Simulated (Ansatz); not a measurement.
# The false plateau in GW convergence: Bi2Se3 (R-3m)

Can the band sum of G0W0 be converged at a fixed screening cutoff? A test on Bi2Se3 (R-3m).

Program: Ansatz 0.2.0. Level of theory: G0W0 on PBE, plane waves, PAW; PAW set soft_1. Results are calculated unless marked as measured.

Most raw output is cut from this account.

## Step 1: The structure

Symmetry: R-3m, No. 166, trigonal system. Conventional cell: a = 4.191 Å, b = 4.191 Å, c = 29.929 Å, α = 90.00°, β = 90.00°, γ = 120.00°. Bi has 6 Se at 2.89 to 3.11 Å nearest. Nearest to Se lie 6 Bi at 3.11 Å. Nearest to Se lie 3 Bi at 2.89 Å. Farther neighbours and most contacts between anions are not listed.

Coordinates:

```cif
data_structure
_symmetry_space_group_name_H-M 'P 1'
_symmetry_Int_Tables_number 1
_cell_length_a 10.2655
_cell_length_b 10.2655
_cell_length_c 10.2655
_cell_angle_alpha 23.559
_cell_angle_beta 23.559
_cell_angle_gamma 23.559
_cell_volume 151.78
loop_
_atom_site_label
_atom_site_type_symbol
_atom_site_fract_x
_atom_site_fract_y
_atom_site_fract_z
_atom_site_occupancy
Bi1 Bi 0.39843 0.39843 0.39843 1
Bi2 Bi 0.60157 0.60157 0.60157 1
Se3 Se 0.00000 0.00000 0.00000 1
Se4 Se 0.21571 0.21571 0.21571 1
Se5 Se 0.78429 0.78429 0.78429 1
```

The cell and positions are those that the Materials Project relaxed with its own functionals (PBE, PBE+U or r2SCAN), kept fixed. Spin-orbit coupling is left out unless a step names it.

## Step 2: 121 empty bands, screening to 50 eV

Now the one-shot GW correction: screening in the RPA, then the self-energy of the levels asked for. This step takes PAW set soft_1 files.

Contents of input.yaml:

```yaml
crystal:
  lattice:
    - [2.0956832629, 1.209943296, 9.9762290674]
    - [-2.0956832629, 1.209943296, 9.9762290674]
    - [0.0, -2.419886592, 9.9762290674]
  atoms:
    - { symbol: Bi, position: [0.398435, 0.398435, 0.398435] }
    - { symbol: Bi, position: [0.601565, 0.601565, 0.601565] }
    - { symbol: Se, position: [0.0, 0.0, 0.0] }
    - { symbol: Se, position: [0.215715, 0.215715, 0.215715] }
    - { symbol: Se, position: [0.784285, 0.784285, 0.784285] }
kpoints:
  mp_grid: { grid: [4, 4, 4] }
hamiltonian:
  xc: pbe
  pseudopotentials: { kind: paw, azcp: { folder: soft_1 } }
scf:
  occupations: { method: fixed }
gw:
  n_empty_bands: 121
  ecut_chi: 50
  qp_bands: [v2, c2]
  qp_kpoints: band_edges
  screening: { model: contour_deformation }
```

On the command line:

```bash
$ ansatz run input.yaml --threads 2 --pin off --max-ram 92160MiB --backend cuda --events-out ev --progress --plain --runs-dir out --devices 1 --max-vram 13GiB
```

It took 19 s on 1 × NVIDIA H100 80GB HBM3 (shared by 6 runs) with 2 threads of AMD EPYC 7R13 (Zen 3), shared host; peak memory 1.3 GiB.

Numbers from this step:

* bands summed: 160
* RPA ε∞ on this mesh (eigenvalues): 15.07, 19.51, 19.51
* plane waves in the screening matrix: 137
* q-points in the mesh: 64
* G0W0 gap on the mesh: 0.6220 eV
* k of the valence top: 0, 0, 0
* k of the conduction bottom: 0, 0, 0
* starting gap on the mesh: 0.4451 eV
* Z at the valence top: 0.7479
* Z at the conduction bottom: 0.7808
* least direct G0W0 gap on the computed points: 0.6220 eV

The gap on the mesh goes from 0.45 eV to 0.62 eV, a correction of +0.18 eV. The program marks an edge row as in doubt. Between the two edge states, bare exchange in place of the xc potential would open the gap by 4.00 eV, and correlation takes back 3.83 eV.

## Step 3: 633 empty bands, screening to 50 eV

Changes to input.yaml since step 2:

```diff
@@ -19,3 +19,3 @@
 gw:
-  n_empty_bands: 121
+  n_empty_bands: 633
   ecut_chi: 50
```

Elapsed: 86 s, on 1 × NVIDIA H100 80GB HBM3 (shared by 6 runs) with 2 threads; peak memory 1.9 GiB.

This step gave:

* bands summed: 672
* RPA ε∞ on this mesh (eigenvalues): 15.09, 19.55, 19.55
* plane waves in the screening matrix: 137
* G0W0 gap on the mesh: 0.6102 eV
* k of the valence top: 0, 0, 0
* k of the conduction bottom: 0, 0, 0
* starting gap on the mesh: 0.4451 eV
* least direct G0W0 gap on the computed points: 0.6102 eV

Against the run with 4×4×4 mesh, 121 empty bands, screening to 50 eV, PAW set soft_1 files, the gap moves by −0.012 eV.

## Step 4: 344 empty bands, screening to 100 eV

Another rung: the empty bands reach about as high as the screening cutoff, so the two stay in balance.

Changes to input.yaml since step 3:

```diff
@@ -19,4 +19,4 @@
 gw:
-  n_empty_bands: 633
-  ecut_chi: 50
+  n_empty_bands: 344
+  ecut_chi: 100
   qp_bands: [v2, c2]
```

Run time: 78 s. Hardware: 1 × NVIDIA H100 80GB HBM3 (shared by 6 runs) with 2 threads; peak memory 1.6 GiB.

The G0W0 gap on the mesh is 0.723 eV.

## Step 5: 1790 empty bands, screening to 100 eV

Changes to input.yaml since step 4:

```diff
@@ -19,3 +19,3 @@
 gw:
-  n_empty_bands: 344
+  n_empty_bands: 1790
   ecut_chi: 100
```

Wall time 4.3 min (1 × NVIDIA H100 80GB HBM3 (shared by 6 runs) with 2 threads); peak memory 4.5 GiB; 7.7 min of CPU time.

The G0W0 gap on the mesh is 0.761 eV.

## Step 6: 121 empty bands, screening to 150 eV

Changes to input.yaml since step 5:

```diff
@@ -19,4 +19,4 @@
 gw:
-  n_empty_bands: 1790
-  ecut_chi: 100
+  n_empty_bands: 121
+  ecut_chi: 150
   qp_bands: [v2, c2]
```

The job ended after 35 s (1 × NVIDIA H100 80GB HBM3 (shared by 6 runs) with 2 threads; peak memory 1.9 GiB; 42 s of CPU time).

The G0W0 gap on the mesh is 0.691 eV.

## Step 7: 633 empty bands, screening to 150 eV

Changes to input.yaml since step 6:

```diff
@@ -19,3 +19,3 @@
 gw:
-  n_empty_bands: 121
+  n_empty_bands: 633
   ecut_chi: 150
```

Elapsed: 65 s, on 1 × NVIDIA H100 80GB HBM3 (shared by 6 runs) with 2 threads; peak memory 2.5 GiB.

The G0W0 gap on the mesh is 0.795 eV.

## Step 8: 1124 empty bands, screening to 220 eV

Changes to input.yaml since step 7:

```diff
@@ -19,4 +19,4 @@
 gw:
-  n_empty_bands: 633
-  ecut_chi: 150
+  n_empty_bands: 1124
+  ecut_chi: 220
   qp_bands: [v2, c2]
```

It took 2.7 min on 1 × NVIDIA H100 80GB HBM3 (shared by 6 runs) with 2 threads; peak memory 4.5 GiB; 4.7 min of CPU time.

The G0W0 gap on the mesh is 0.782 eV.

## Step 9: 344 empty bands, screening to 300 eV

Changes to input.yaml since step 8:

```diff
@@ -19,4 +19,4 @@
 gw:
-  n_empty_bands: 1124
-  ecut_chi: 220
+  n_empty_bands: 344
+  ecut_chi: 300
   qp_bands: [v2, c2]
```

The job ended after 75 s (1 × NVIDIA H100 80GB HBM3 (shared by 6 runs) with 2 threads; peak memory 7.6 GiB).

The G0W0 gap on the mesh is 0.760 eV.

## Step 10: 1790 empty bands, screening to 300 eV

Changes to input.yaml since step 9:

```diff
@@ -19,3 +19,3 @@
 gw:
-  n_empty_bands: 344
+  n_empty_bands: 1790
   ecut_chi: 300
```

Run time: 5.1 min. Hardware: 1 × NVIDIA H100 80GB HBM3 (shared by 6 runs) with 2 threads; peak memory 8.9 GiB; 9.1 min of CPU time.

The G0W0 gap on the mesh is 0.809 eV.

## Step 11: The grid

Start PBE, 4×4×4 mesh. Times are wall times on 1 × NVIDIA H100 80GB HBM3 (shared by 6 runs) with 2 threads of AMD EPYC 7R13 (Zen 3), shared host, good to a factor of about two.

| cutoff (eV) | plane waves at q = 0 | bands summed | gap (eV) | Σc valence (eV) | Σc conduction (eV) | time |
| --- | --- | --- | --- | --- | --- | --- |
| 50 | 137 | 160 | 0.622 | 1.18 | -2.65 | 19 s |
| 50 | 137 | 672 | 0.610 | 0.95 | -2.88 | 86 s |
| 100 | 341 | 383 | 0.723 | 0.78 | -2.95 | 78 s |
| 100 | 341 | 1829 | 0.761 | 0.63 | -3.06 | 4.3 min |
| 150 | 619 | 160 | 0.691 | 1.10 | -2.65 | 35 s |
| 150 | 619 | 672 | 0.795 | 0.59 | -3.07 | 65 s |
| 220 | 1123 | 1163 | 0.782 | 0.53 | -3.13 | 2.7 min |
| 300 | 1787 | 383 | 0.760 | 0.72 | -2.96 | 75 s |
| 300 | 1787 | 1829 | 0.809 | 0.47 | -3.17 | 5.1 min |

## Step 12: What came out

| Item | Value |
| --- | --- |
| 160 bands, 50 eV | 0.622 eV |
| 672 bands, 50 eV | 0.610 eV |
| 383 bands, 100 eV | 0.723 eV |
| 1829 bands, 100 eV | 0.761 eV |
| 160 bands, 150 eV | 0.691 eV |
| 672 bands, 150 eV | 0.795 eV |
| 1163 bands, 220 eV | 0.782 eV |
| 383 bands, 300 eV | 0.760 eV |
| 1829 bands, 300 eV | 0.809 eV |
| mesh and start | 4×4×4, PBE |

**Reading.** At 50 eV, going from 160 to 672 bands moves the gap by −0.01 eV. At 100 eV, going from 383 to 1829 bands moves the gap by +0.04 eV. At 150 eV, going from 160 to 672 bands moves the gap by +0.10 eV. At 300 eV, going from 383 to 1829 bands moves the gap by +0.05 eV. At 160 bands, raising the cutoff from 50 to 150 eV moves it by +0.07 eV. At 672 bands, raising the cutoff from 50 to 150 eV moves it by +0.18 eV. At 383 bands, raising the cutoff from 100 to 300 eV moves it by +0.04 eV. At 1829 bands, raising the cutoff from 100 to 300 eV moves it by +0.05 eV. Gaps are over the mesh's points; an edge off the mesh would be missed. A low cutoff hides what high bands add, so a band series at one cutoff can look settled before the gap is. Where an edge is built on 6p states of lead, bismuth or thallium, scalar-relativistic gaps usually stand too wide, by a few tenths to over one eV. With atoms this heavy and so narrow a gap, spin-orbit coupling can invert the bands. These scalar-relativistic gaps are then model values, not to be set against experiment, and a spin-orbit change taken from DFT can't simply be added.

[Paths, hosts, dates, memory and timing lines, banners, echoed tables and standing remarks are left out of the program output.]

[Logs are printed without paths, hosts, clocks, repeated set-up lines and the standing remarks that a program may print on its own settings, such as how far it seeks lower states.]

[Runs of the session that timed out or met a known fault of the program may be left out.]

[Cells called generated may have been cut or substituted from an entry of the Crystallography Open Database or the Materials Project.]

[Hosts, paths, dates, database ids (printed as entryN), source tags and the programs' standing remarks are cut or masked in the printed files.]
